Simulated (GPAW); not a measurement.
Consider BaAlSiH (P3m1).

```xyz
4
Lattice="4.3342 0.0000 0.0000 -2.1671 3.7536 0.0000 0.0000 0.0000 5.2626" Properties=species:S:1:pos:R:3 pbc="T T T"
Ba    0.0000    0.0000    0.0023
Si    0.0000    2.5024    2.8539
Al    2.1671    1.2512    2.4484
H     2.1671    1.2512    0.7100
```

Absorber: atom 2, with 3 Al at 2.54 Å (trigonal planar, site symmetry 3m). Method: GPAW, LDA, full core hole (charged cell), 12-atom cell with 6.8 Å between holes, 4×4×4 k points, dipole transitions, Gaussian full width 0.9 eV up to 4 eV, rising linearly to 3.5 eV at 25 eV.

Q: What does the Si K edge look like?

Main maxima up to 24 eV above the zero (height): 3.2 eV (1.45), 4.5 eV (1.56) and 17.4 eV (0.91). A K edge sees empty p states on the absorber. The total-energy difference plus the lowest empty eigenvalue puts the zero at 1842.58 eV. One term is added: -14.86 eV, since the hole is spin-paired here and a spin-polarised one costs that much less in the free atom (computed apart). The photon energy is then 1827.72 eV. The tabulated edge of the element is 1839 eV. The functional and the charged cell's background leave an error in such absolute values: in the free atom LDA prices this hole 7.8 eV below PBE (computed apart), and PBE is itself good to a few eV.

The Si K spectrum (energy from the lowest empty level; intensity scaled to a mean of 1 over the first 20 eV; polarised curves are means over the symmetry-equivalent atoms):

| E (eV) | isotropic | ε ⊥ c | ε ∥ c |
| --- | --- | --- | --- |
| -2.0 | 0.00 | 0.00 | 0.00 |
| -1.5 | 0.00 | 0.00 | 0.00 |
| -1.0 | 0.00 | 0.00 | 0.00 |
| -0.5 | 0.02 | 0.01 | 0.02 |
| 0.0 | 0.12 | 0.10 | 0.16 |
| 0.5 | 0.40 | 0.39 | 0.41 |
| 1.0 | 0.69 | 0.78 | 0.50 |
| 1.5 | 0.86 | 1.01 | 0.55 |
| 2.0 | 1.02 | 1.16 | 0.73 |
| 2.5 | 1.20 | 1.36 | 0.88 |
| 3.0 | 1.42 | 1.56 | 1.14 |
| 3.5 | 1.40 | 1.48 | 1.23 |
| 4.0 | 1.42 | 1.44 | 1.38 |
| 4.5 | 1.56 | 1.49 | 1.70 |
| 5.0 | 1.45 | 1.29 | 1.76 |
| 5.5 | 1.36 | 1.19 | 1.70 |
| 6.0 | 1.32 | 1.15 | 1.66 |
| 6.5 | 1.27 | 1.17 | 1.48 |
| 7.0 | 1.20 | 1.21 | 1.20 |
| 7.5 | 1.19 | 1.25 | 1.06 |
| 8.0 | 1.17 | 1.26 | 1.00 |
| 8.5 | 1.11 | 1.23 | 0.87 |
| 9.0 | 1.05 | 1.19 | 0.78 |
| 9.5 | 0.98 | 1.12 | 0.71 |
| 10.0 | 0.91 | 1.05 | 0.63 |
| 10.5 | 0.87 | 0.99 | 0.62 |
| 11.0 | 0.85 | 0.94 | 0.68 |
| 11.5 | 0.85 | 0.89 | 0.76 |
| 12.0 | 0.83 | 0.84 | 0.81 |
| 12.5 | 0.80 | 0.78 | 0.82 |
| 13.0 | 0.79 | 0.78 | 0.82 |
| 13.5 | 0.83 | 0.83 | 0.82 |
| 14.0 | 0.86 | 0.88 | 0.83 |
| 14.5 | 0.88 | 0.90 | 0.84 |
| 15.0 | 0.87 | 0.89 | 0.84 |
| 15.5 | 0.87 | 0.87 | 0.85 |
| 16.0 | 0.87 | 0.87 | 0.87 |
| 16.5 | 0.89 | 0.88 | 0.89 |
| 17.0 | 0.90 | 0.90 | 0.90 |
| 17.5 | 0.91 | 0.92 | 0.89 |
| 18.0 | 0.90 | 0.93 | 0.84 |
| 18.5 | 0.89 | 0.94 | 0.78 |
| 19.0 | 0.88 | 0.95 | 0.73 |
| 19.5 | 0.88 | 0.96 | 0.70 |
| 20.0 | 0.88 | 0.97 | 0.70 |
| 20.5 | 0.89 | 0.98 | 0.72 |
| 21.0 | 0.89 | 0.97 | 0.74 |
| 21.5 | 0.88 | 0.94 | 0.76 |
| 22.0 | 0.86 | 0.91 | 0.77 |
| 22.5 | 0.83 | 0.86 | 0.78 |
| 23.0 | 0.79 | 0.81 | 0.77 |
| 23.5 | 0.75 | 0.75 | 0.77 |
| 24.0 | 0.71 | 0.69 | 0.76 |
| 24.5 | 0.68 | 0.65 | 0.75 |
| 25.0 | 0.66 | 0.62 | 0.74 |
| 25.5 | 0.65 | 0.61 | 0.75 |
| 26.0 | 0.66 | 0.60 | 0.76 |
| 26.5 | 0.67 | 0.61 | 0.79 |
| 27.0 | 0.69 | 0.62 | 0.82 |
| 27.5 | 0.71 | 0.63 | 0.86 |
| 28.0 | 0.73 | 0.64 | 0.89 |
| 28.5 | 0.74 | 0.65 | 0.92 |
| 29.0 | 0.75 | 0.66 | 0.93 |
| 29.5 | 0.75 | 0.66 | 0.94 |
| 30.0 | 0.75 | 0.67 | 0.93 |

The mesh is coarse (0.26 Å⁻¹ between points), so small maxima may be mesh ripples. The structure is a computed Materials Project entry and may be a hypothetical form.

[Banner, clock and machine lines of the logs are left out without a mark of their own.]

[Logs are printed without paths, hosts, clocks, repeated set-up lines and the standing remarks that a program may print on its own settings, such as how far it seeks lower states.]

[Hosts, paths, dates, database ids (printed as entryN), source tags and the programs' standing remarks are cut or masked in the printed files.]

[Lists of maxima count a maximum above −3 eV only where it reaches 4 % of the highest in the window and stands out from its surroundings by 2 % of it (1.5 % where it reaches 55 %); shoulders and weaker maxima are passed over, and of the rest the first, up to two pre-edge ones and the few strongest are named.]
